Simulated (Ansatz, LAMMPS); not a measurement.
# Relaxing amorphous 25SiO2-75GeO2 (mol %) (96 atoms), part 4 of 4

Wanted: the relaxed structure of amorphous 25SiO2-75GeO2 (mol %) (96 atoms) and its electronic structure.

Ansatz 0.2.0; Kohn-Sham DFT, PBE, PAW (set soft_2), plane waves.

The cell: 8 Si, 24 Ge and 64 O. The quench rate of 50 K/ps is many orders above laboratory rates. The network of bonds at the start is that of the classical potential that made the cell. The Brillouin zone is sampled at Γ only, in a cell whose shortest periodic width is 11 Å.

So far. Step 4 (Cell and atoms relaxed): The relaxation changed the energy by -100 meV/atom, and atoms moved by 0.38 Å r.m.s., 0.86 Å at most.

**7. Functional HSE06**

HSE06 mixes in a quarter of exact exchange at short range, which counters self-interaction, at a higher cost.

This step: Kohn-Sham DFT, HSE06, PAW (set soft_2), plane waves (Ansatz 0.2.0).

File input.yaml:

```yaml
crystal:
  lattice:
    - [11.61729, -0.66005, -0.32608]
    - [-0.66005, 10.87816, -0.13732]
    - [-0.32608, -0.13732, 11.54514]
  atoms:
    [... the 96 atom lines of step 6 ...]
kpoints:
  mp_grid: { grid: [1, 1, 1] }
hamiltonian:
  xc: hse06
scf:
  occupations: { method: fermi_dirac, width: 0.025 }
output:
  forces: true
  stress: true
  populations: true
  dos:
    method: { smearing: { sigma: 0.08 } }
    de: 0.05
    projected: { site_lists: { Ge: [Ge], O: [O], Si: [Si] } }
  eigenvalues: true
```

Run with:

```console
> ansatz run input.yaml --threads 4 --pin off --max-ram 8192MiB --backend cpu --events-out ev --progress --plain --runs-dir out
```

Numbers of over 12 decimals in the logs are rounded to 6 here.

Log:

```text
Warning: output.stress: scf.convergence.dr2_threshold = 1e-7 eV (the SCF's general default) is looser than the 1.6e-9 eV advised for a printed stress (1e-10 eV for each atom of the cell: 96, of which 16 are counted). What an SCF threshold leaves in a stress goes as its square root, and in the free energy as the threshold itself, and one threshold admits the most on a small cell: [...]
Warning: output.stress: scf.exx.energy_threshold = 1e-6 eV is looser than the 1.6e-7 eV advised for a stress under a hybrid functional (1e-8 eV for each atom of the cell: 96, of which 16 are counted). Every SCF of the exchange loop can meet its threshold on dr2 while the loop round them stops early: [...]
exact exchange: scf.exx.singularity resolves to wigner_seitz, which cuts the screened interaction at the faces of the exchange supercell's Wigner-Seitz cell, so that each pair interacts once, at the shortest of its separations (the periodic images that this leaves out come, [...]
[...]
Crystal: 96 atoms, lattice volume = 1452.549 Å³
Basis set: ecut = 420 eV, 28405 PW (Γ), exchange–correlation on 160×150×160 points (8 copies of the dense FFT grid, shifted against one another)
Bands: 472, of which v1, the nominal top of the filled ones, is band 376 counted from 1 (375 counted from 0)
Symmetry: 1 space group operations
[...]
k-points: 1
[...]
SCF iter   1: F=—  HF=-144498.362483 eV  |F-HF|=—  |Δ(HF+E_count)|=         —  Δρ=2.43e-3  dr2=1.16e-1  ethr=1.77e-3  ⟨swp⟩=14.0  Hψ=2180  notcnv=0
[...]
SCF iter   4: F=—  HF=-144498.359959 eV  |F-HF|=—  |Δ(HF+E_count)|=   2.65e-3  Δρ=3.33e-4  dr2=9.70e-4  ethr=5.28e-7  ⟨swp⟩=6.0  Hψ=1049  notcnv=0  defer=8
SCF iter   5: F=-144498.360568 eV  HF=-144498.360513 eV  |F-HF|=5.51e-5  |Δ(HF+E_count)|=   5.54e-4  Δρ=1.05e-4  dr2=8.78e-5  ethr=1.29e-7  ⟨swp⟩=4.0  Hψ=1050  notcnv=0  defer=8
SCF 1 stopped early in 5 iterations: F = -144498.360568 eV  dr2 = 8.78e-5
[...]
Exchange kernel: α = 0.2500, screened, ω = 0.2079 Å⁻¹, Wigner–Seitz truncation, v(0) = 959.5831 eV·Å³, q-mesh 1×1×1, nearest image of the exchange supercell L = 10.90 Å, pair-density grid 60×54×60, without the augmentation charges, whose exchange is taken in its separable form (sized by the pseudopotential files, [...]
Frozen-core exchange: fock
SCF iter   1: F=—  HF=-144513.725103 eV  |F-HF|=—  |Δ(HF+E_count)|=         —  Δρ=1.03e-2  dr2=8.83e-1  ethr=1.17e-7  ⟨swp⟩=20.0  Hψ=2840  notcnv=0
[...]
SCF iter   6: F=—  HF=-144513.625150 eV  |F-HF|=—  |Δ(HF+E_count)|=   7.17e-4  Δρ=9.85e-5  dr2=1.51e-4  ethr=1.17e-7  ⟨swp⟩=4.0  Hψ=1157  notcnv=0
SCF iter   7: F=-144513.625104 eV  HF=-144513.625113 eV  |F-HF|=8.75e-6  |Δ(HF+E_count)|=   3.72e-5  Δρ=2.77e-5  dr2=2.77e-5  ethr=1.75e-8  ⟨swp⟩=4.0  Hψ=1029  notcnv=0
SCF 2 stopped early in 7 iterations: F = -144513.625104 eV  dr2 = 2.77e-5
  Residual-converged pass: ⟨swp⟩=4.0  Hψ=1290  notcnv=0  max |occ|·‖R‖ = 5.9e-6 eV (tolerance 6.7e-6 eV)  dr2=2.79e-5  dr2_onsite=6.11e-7  max |Δocc| = 0.0e0
hybrid outer 1: dexx = +3.541e-1 eV, tail = 1.30e-3 eV
[...]
Frozen-core exchange: fock
SCF iter   1: F=—  HF=-144513.626434 eV  |F-HF|=—  |Δ(HF+E_count)|=         —  Δρ=8.94e-5  dr2=1.10e-4  ethr=8.63e-7  ⟨swp⟩=13.0  Hψ=1193  notcnv=0
[...]
SCF iter   6: F=—  HF=-144513.626437 eV  |F-HF|=—  |Δ(HF+E_count)|=   1.69e-8  Δρ=9.92e-7  dr2=1.42e-8  ethr=8.63e-12  ⟨swp⟩=6.0  Hψ=1138  notcnv=0  defer=10
SCF iter   7: F=-144513.626437 eV  HF=-144513.626437 eV  |F-HF|=4.07e-10  |Δ(HF+E_count)|=   3.73e-9  Δρ=2.80e-7  dr2=1.36e-9  ethr=2.81e-12 (applied; sched 1.59e-12)  ⟨swp⟩=5.0  Hψ=898  notcnv=0  defer=9
SCF 3 converged in 7 iterations: F = -144513.626437 eV  dr2 = 1.36e-9
[...]
hybrid outer 2: dexx = +9.502e-6 eV, tail = 1.16e-7 eV, Δε = 3.62e-3 eV (about 5.42e-5 eV left of the loop's levels), ΔF = 8.76e-3 eV/Å (tail 6.34e-4)
[...]
Frozen-core exchange: fock
SCF iter   1: F=—  HF=-144513.626437 eV  |F-HF|=—  |Δ(HF+E_count)|=         —  Δρ=1.20e-6  dr2=1.06e-8  ethr=7.70e-11  ⟨swp⟩=20.0  Hψ=1662  notcnv=9
[...]
SCF iter   2: F=-144513.626437 eV  HF=-144513.626437 eV  |F-HF|=3.49e-10  |Δ(HF+E_count)|=   2.88e-9  Δρ=2.80e-7  dr2=1.10e-9  ethr=2.71e-12 (applied; sched 1.29e-12)  ⟨swp⟩=4.0  Hψ=972  notcnv=0
SCF 4 converged in 2 iterations: F = -144513.626437 eV  dr2 = 1.10e-9
[...]
hybrid SCF converged: 3 outer / 16 inner (+5 warm-up), last move |dexx| = 3.99e-9 eV, tail = 2.38e-9 eV
Stability not checked: this state was not tested for a lower state beside it, because the functional holds exact exchange (a hybrid, or Hartree-Fock), whose exchange loop this test does not read (fock_operator; see scf.lower_state_search)
Free energy (F): -144513.626437 eV
Frozen-core exchange: fock
[...]
Internal energy: -144513.626437 eV  (E = F + TS)
E sigma→0 (E₀):  -144513.626437 eV
Fermi energy:    3.775254 eV
[...]
Σ components = -144513.626437   (vs F -144513.626437, Δ=0.00e0)
--- Forces (eV/Å), atoms counted from 1 ---
  atom   1  Si    -0.06612556     0.00078774     0.07653611
  atom   2  Si    -0.18899543     0.00428958    -0.01394899
  atom   3  Si     0.00916206     0.03899895     0.02478741
  atom   4  Si    -0.01517738     0.02717225     0.08945374
[...]
atom  96  O      0.08764689     0.61265393     0.02969942
  max |Σ_I F_I| component: 2.71e-4 eV/Å
--- Stress (GPa, compression-positive) ---
       -5.738141      -0.056218       0.012632
       -0.056219      -5.769347       0.032043
        0.012631       0.032042      -5.955063
  P = ⅓ Tr σ = -5.8209 GPa (-58.209 kbar)
--- Band table (eV) ---
[...]
--- Löwdin populations: 96 sites ---
  site symbol       q [e]
     0     Si      2.1793
     1     Si      2.1764
     2     Si      2.1896
[...]
95      O      6.7689
  spilling = 0.006926 (of n_electrons = 752.000000)
```

Run time: 8.7 min. Hardware: 4 threads of Arm Neoverse V2, shared host; peak memory 5.4 GiB; 34 min of CPU time.

The program notes that the exchange threshold is loose for the stress and the SCF threshold is loose for the stress.

Geometry and reference: those of the single point at the relaxed geometry.

Forces differ from those of the single point at the relaxed geometry by 265 meV/Å r.m.s.; the pressure by -5.8 GPa and the gap by +1.8 eV. It took 8.7 min and 21 cycles; the reference's time can't be set against it, since the two runs asked for unlike analyses.

The run gave:

* free energy: -144513.6264 eV
* free energy per atom: -1505.3503 eV/atom
* SCF cycles: 21
* pressure: -5.821 GPa
* r.m.s. force component: 0.2653 eV/Å
* longest force: 0.8036 eV/Å
* Fermi energy: 3.775 eV
* gap (highest filled to lowest empty level): 4.394 eV
* spilling of the projection: 0.006926

Length of the force by element and coordination:

| element | coordination | atoms | mean length of the force (eV/Å) | spread | least | most |
| --- | --- | --- | --- | --- | --- | --- |
| Ge | all | 24 | 0.141 | 0.0632 | 0.0642 | 0.284 |
| Ge | 4 | 23 | 0.135 | 0.0569 | 0.0642 | 0.272 |
| Ge | 5 | 1 | 0.284 | 0 | 0.284 | 0.284 |
| O | all | 64 | 0.531 | 0.156 | 0.124 | 0.804 |
| O | 2 | 63 | 0.537 | 0.150 | 0.124 | 0.804 |
| O | 3 | 1 | 0.157 | 0 | 0.157 | 0.157 |
| Si | all | 8 | 0.102 | 0.0421 | 0.0471 | 0.190 |

Löwdin charges by element and coordination (they lack the spilled electrons, 0.054 e an atom on average):

| element | coordination | atoms | mean charge (e) | spread | least | most |
| --- | --- | --- | --- | --- | --- | --- |
| Ge | all | 24 | 1.70 | 0.0201 | 1.65 | 1.74 |
| Ge | 4 | 23 | 1.70 | 0.0179 | 1.66 | 1.74 |
| Ge | 5 | 1 | 1.65 | 0 | 1.65 | 1.65 |
| O | all | 64 | -0.783 | 0.018 | -0.831 | -0.730 |
| O | 2 | 63 | -0.784 | 0.0168 | -0.831 | -0.751 |
| O | 3 | 1 | -0.730 | 0 | -0.730 | -0.730 |
| Si | all | 8 | 1.82 | 0.0122 | 1.81 | 1.85 |

Density of states as counts of states in windows of 1 eV (from the Fermi level), total and the larger projections:

| from (eV) | to (eV) | total | O p | Ge p | Ge s |
| --- | --- | --- | --- | --- | --- |
| -18 | -13 | 0.0 | 0.0 | 0.0 | 0.0 |
| -13 | -12 | 3.4 | 2.0 | 0.1 | 0.9 |
| -12 | -11 | 16.6 | 10.0 | 0.4 | 4.3 |
| -11 | -10 | 12.9 | 8.0 | 0.6 | 2.7 |
| -10 | -9 | 18.8 | 12.3 | 1.4 | 2.8 |
| -9 | -8 | 16.2 | 11.5 | 1.9 | 1.0 |
| -8 | -7 | 42.4 | 31.9 | 7.1 | 0.3 |
| -7 | -6 | 28.6 | 22.2 | 4.3 | 0.2 |
| -6 | -5 | 46.8 | 39.6 | 3.1 | 0.3 |
| -5 | -4 | 72.1 | 66.1 | 2.2 | 0.2 |
| -4 | -3 | 102.9 | 99.0 | 1.2 | 0.2 |
| -3 | -2 | 23.4 | 22.7 | 0.2 | 0.0 |
| -2 | 2 | 0.0 | 0.0 | 0.0 | 0.0 |
| 2 | 3 | 2.0 | 0.3 | 0.1 | 1.0 |
| 3 | 4 | 7.8 | 1.7 | 0.8 | 3.5 |
| 4 | 5 | 14.0 | 3.1 | 1.7 | 5.9 |

Between -26 and -18 eV lie 128 more states.

The stored curve holds about 512 of the 752 electrons; the rest, give or take the few that broadening carries across the Fermi level, lie in deeper levels below its range.

The levels nearest the highest filled one (over half full), pooled over k-points and spins:

| level less the highest filled one (eV) | occupation |
| --- | --- |
| -0.587 | 2 |
| -0.519 | 2 |
| -0.441 | 2 |
| -0.367 | 2 |
| -0.111 | 2 |
| 0 | 2 |
| 4.39 | 0 |
| 5.57 | 0 |
| 5.83 | 0 |
| 5.98 | 0 |
| 6.14 | 0 |
| 6.44 | 0 |

**8. Functional r2SCAN (500 eV)**

The meta-GGA r2SCAN uses the kinetic energy density as well as the density and its gradient. Besides, the cutoff goes from 420 to 500 eV.

This step: Kohn-Sham DFT, r2SCAN, PAW (set soft_2), plane waves (Ansatz 0.2.0).

input.yaml, as its differences from that of step 7:

```diff
@@ -10,3 +10,3 @@
 hamiltonian:
-  xc: hse06
+  xc: r2scan
 scf:
```

Log:

```text
[...]
Crystal: 96 atoms, lattice volume = 1452.549 Å³
Basis set: ecut = 500 eV, 36871 PW (Γ), exchange–correlation on 360×320×360 points (64 copies of the dense FFT grid, shifted against one another)
Bands: 472, of which v1, the nominal top of the filled ones, is band 376 counted from 1 (375 counted from 0)
Symmetry: 1 space group operations
[...]
k-points: 1
[...]
SCF iter   1: F=—  HF=-144794.554636 eV  |F-HF|=—  |Δ(HF+E_count)|=         —  Δρ=8.48e-3  dr2=7.80e-1  dr2_τ=5.56e0  ethr=1.77e-3  ⟨swp⟩=5.0  Hψ=1770  notcnv=0  defer=70
[...]
SCF iter   9: F=—  HF=-144795.886350 eV  |F-HF|=—  |Δ(HF+E_count)|=   3.85e-7  Δρ=2.90e-6  dr2=1.14e-7  dr2_τ=1.16e-8  ethr=1.33e-11  ⟨swp⟩=12.0  Hψ=2391  notcnv=0
SCF iter  10: F=-144795.886350 eV  HF=-144795.886350 eV  |F-HF|=9.26e-9  |Δ(HF+E_count)|=   2.83e-8  Δρ=7.21e-7  dr2=8.17e-9  dr2_τ=7.65e-10  ethr=1.33e-11  ⟨swp⟩=4.0  Hψ=1238  notcnv=0
SCF 1 converged in 10 iterations: F = -144795.886350 eV  dr2 = 8.17e-9
[...]
SCF converged after 10 iterations
Free energy (F): -144795.886350 eV
[...]
Internal energy: -144795.886350 eV  (E = F + TS)
E sigma→0 (E₀):  -144795.886350 eV
Fermi energy:    4.004067 eV
[...]
Σ components = -144795.886350   (vs F -144795.886350, Δ=0.00e0)
--- Forces (eV/Å), atoms counted from 1 ---
  atom   1  Si    -0.07798744     0.01942347     0.05367757
  atom   2  Si    -0.14384117    -0.00391261    -0.01784613
  atom   3  Si     0.00105251     0.04694855     0.03210098
  atom   4  Si    -0.02216387     0.01804772     0.08714439
[...]
atom  96  O      0.07399026     0.47988926     0.02100553
  max |Σ_I F_I| component: 4.63e-5 eV/Å
--- Stress (GPa, compression-positive) ---
       -5.566764      -0.063178       0.013537
       -0.063179      -5.615739       0.036990
        0.013542       0.036990      -5.726313
  P = ⅓ Tr σ = -5.6363 GPa (-56.363 kbar)
--- Band table (eV) ---
[...]
--- Löwdin populations: 96 sites ---
  site symbol       q [e]
     0     Si      2.1748
     1     Si      2.1719
     2     Si      2.1859
[...]
95      O      6.7608
  spilling = 0.006819 (of n_electrons = 752.000000)
```

It took 66 s on 4 threads; peak memory 4.3 GiB; 4.4 min of CPU time.

Geometry and reference: those of the single point at the relaxed geometry.

Forces differ from those of the single point at the relaxed geometry by 207 meV/Å r.m.s.; the pressure by -5.6 GPa and the gap by +0.59 eV. It took 66 s and 10 cycles; the reference's time can't be set against it, since the two runs asked for unlike analyses.

**9. Functional PBEsol**

PBEsol restores the gradient expansion of exchange for slowly varying densities and usually gives shorter bonds in solids than PBE.

This step: Kohn-Sham DFT, PBEsol, PAW (set soft_2), plane waves (Ansatz 0.2.0).

input.yaml, as its differences from that of step 8:

```diff
@@ -10,3 +10,3 @@
 hamiltonian:
-  xc: r2scan
+  xc: pbesol
 scf:
```

Log:

```text
[...]
Crystal: 96 atoms, lattice volume = 1452.549 Å³
Basis set: ecut = 420 eV, 28405 PW (Γ), exchange–correlation on 160×150×160 points (8 copies of the dense FFT grid, shifted against one another)
Bands: 472, of which v1, the nominal top of the filled ones, is band 376 counted from 1 (375 counted from 0)
Symmetry: 1 space group operations
[...]
k-points: 1
[...]
SCF iter   1: F=—  HF=-142967.327683 eV  |F-HF|=—  |Δ(HF+E_count)|=         —  Δρ=1.23e-2  dr2=1.75e0  ethr=1.77e-3  ⟨swp⟩=5.0  Hψ=1890  notcnv=0  defer=69
[...]
SCF iter   9: F=—  HF=-142966.841796 eV  |F-HF|=—  |Δ(HF+E_count)|=   1.38e-6  Δρ=3.73e-6  dr2=2.06e-7  ethr=1.80e-10  ⟨swp⟩=2.0  Hψ=757  notcnv=0  defer=91
SCF iter  10: F=-142966.841796 eV  HF=-142966.841796 eV  |F-HF|=4.74e-9  |Δ(HF+E_count)|=   1.88e-7  Δρ=2.17e-6  dr2=6.49e-8  ethr=1.33e-11  ⟨swp⟩=12.0  Hψ=2242  notcnv=0
SCF 1 converged in 10 iterations: F = -142966.841796 eV  dr2 = 6.49e-8
[...]
SCF converged after 10 iterations
Free energy (F): -142966.841796 eV
[...]
Internal energy: -142966.841796 eV  (E = F + TS)
E sigma→0 (E₀):  -142966.841796 eV
Fermi energy:    4.011840 eV
[...]
Σ components = -142966.841796   (vs F -142966.841796, Δ=0.00e0)
--- Forces (eV/Å), atoms counted from 1 ---
  atom   1  Si     0.02115431     0.03132628    -0.05960457
  atom   2  Si     0.05384518     0.00316684    -0.01844676
  atom   3  Si    -0.02636428    -0.01106241    -0.00163046
  atom   4  Si     0.00468391    -0.00703763     0.01420189
[...]
atom  96  O      0.05899097     0.22677374    -0.02094454
  max |Σ_I F_I| component: 6.11e-5 eV/Å
--- Stress (GPa, compression-positive) ---
       -3.342754      -0.019085       0.011184
       -0.019085      -3.365450       0.040970
        0.011184       0.040970      -3.341720
  P = ⅓ Tr σ = -3.3500 GPa (-33.500 kbar)
--- Band table (eV) ---
[...]
--- Löwdin populations: 96 sites ---
  site symbol       q [e]
     0     Si      2.2683
     1     Si      2.2661
     2     Si      2.2795
[...]
95      O      6.7109
  spilling = 0.006826 (of n_electrons = 752.000000)
```

The job ended after 28 s (4 threads; peak memory 2.1 GiB; 1.8 min of CPU time).

Geometry and reference: those of the single point at the relaxed geometry.

Forces differ from those of the single point at the relaxed geometry by 98 meV/Å r.m.s.; the pressure by -3.4 GPa and the gap by -0.047 eV.

**10. All settings compared**

Each row is set against the single point at the relaxed geometry (Kohn-Sham DFT, PBE, PAW (set soft_2), plane waves; r.m.s. force component 0.00519 eV/Å). Times are for 4 threads of Arm Neoverse V2, shared host. The reference's time includes grids, which some other runs skip.

| run | Δ force, r.m.s. (meV/Å) | Δ pressure (GPa) | Δ gap (eV) | cycles | time | host memory (GiB) |
| --- | --- | --- | --- | --- | --- | --- |
| reference | - | - | - | 9 | 28 s | 2.1 |
| functional HSE06 | 265 | -5.83 | 1.80 | 21 | 8.7 min | 5.4 |
| functional r2SCAN (500 eV) | 207 | -5.65 | 0.593 | 10 | 66 s | 4.3 |
| functional PBEsol | 98.1 | -3.36 | -0.0468 | 10 | 28 s | 2.1 |

**11. What came out**

```json
{"energy change in the relaxation": "-100 meV/atom", "r.m.s. displacement": "0.383 Å", "largest displacement": "0.865 Å", "free energy per atom": "-1505.1899 eV/atom", "pressure": "0.01105 GPa", "r.m.s. force component": "0.00519 eV/Å", "gap (highest filled to lowest empty level)": "2.599 eV", "wall time of the 6 DFT runs": "22 min"}
```

What this shows: Relaxation lowers the energy by 100 meV/atom and moves atoms by 0.38 Å r.m.s.; the r.m.s. force component goes from 0.73 to 0.0052 eV/Å. Displacements are taken in the final cell, so they leave out its strain. By the final cutoffs 1 of 129 bonded pairs parted and 1 joined. The cell shrank by 3.5 % in volume. From the first step to the last the energy fell by 9.601 eV, across changes of basis, and the largest move was 0.86 Å (O64). The O-Ge bonds change most in mean length: from 1.733 Å (spread 0.041) to 1.774 Å (spread 0.039). With the cutoffs above, 96 % of Ge atoms have 4, 98 % of O atoms have 2 and all Si atoms have 4 bonded neighbours. 98 % of the oxygens bridge two formers (Si and Ge) and 0 % are non-bridging; 2 % join three. The highest filled and lowest empty levels differ by 2.60 eV (at Γ alone); a semilocal functional tends to put such gaps too low. In a disordered cell it changes from sample to sample, and tail or defect levels can set it.

Among the changes of functional, dispersion, potentials or spin set against this reference, functional HSE06 moves the forces most, by 265 meV/Å r.m.s. The gap changes by +1.80 eV with HSE06.

**Limits.** The starting topology of bonds comes from the classical model; in DFT 1 of its 129 bonded pairs passed out of the cutoffs and 1 came within them.

[Logs are printed without paths, hosts, clocks, repeated set-up lines and the standing remarks that a program may print on its own settings, such as how far it seeks lower states.]

[Hosts, paths, dates, database ids (printed as entryN), source tags and the programs' standing remarks are cut or masked in the printed files.]
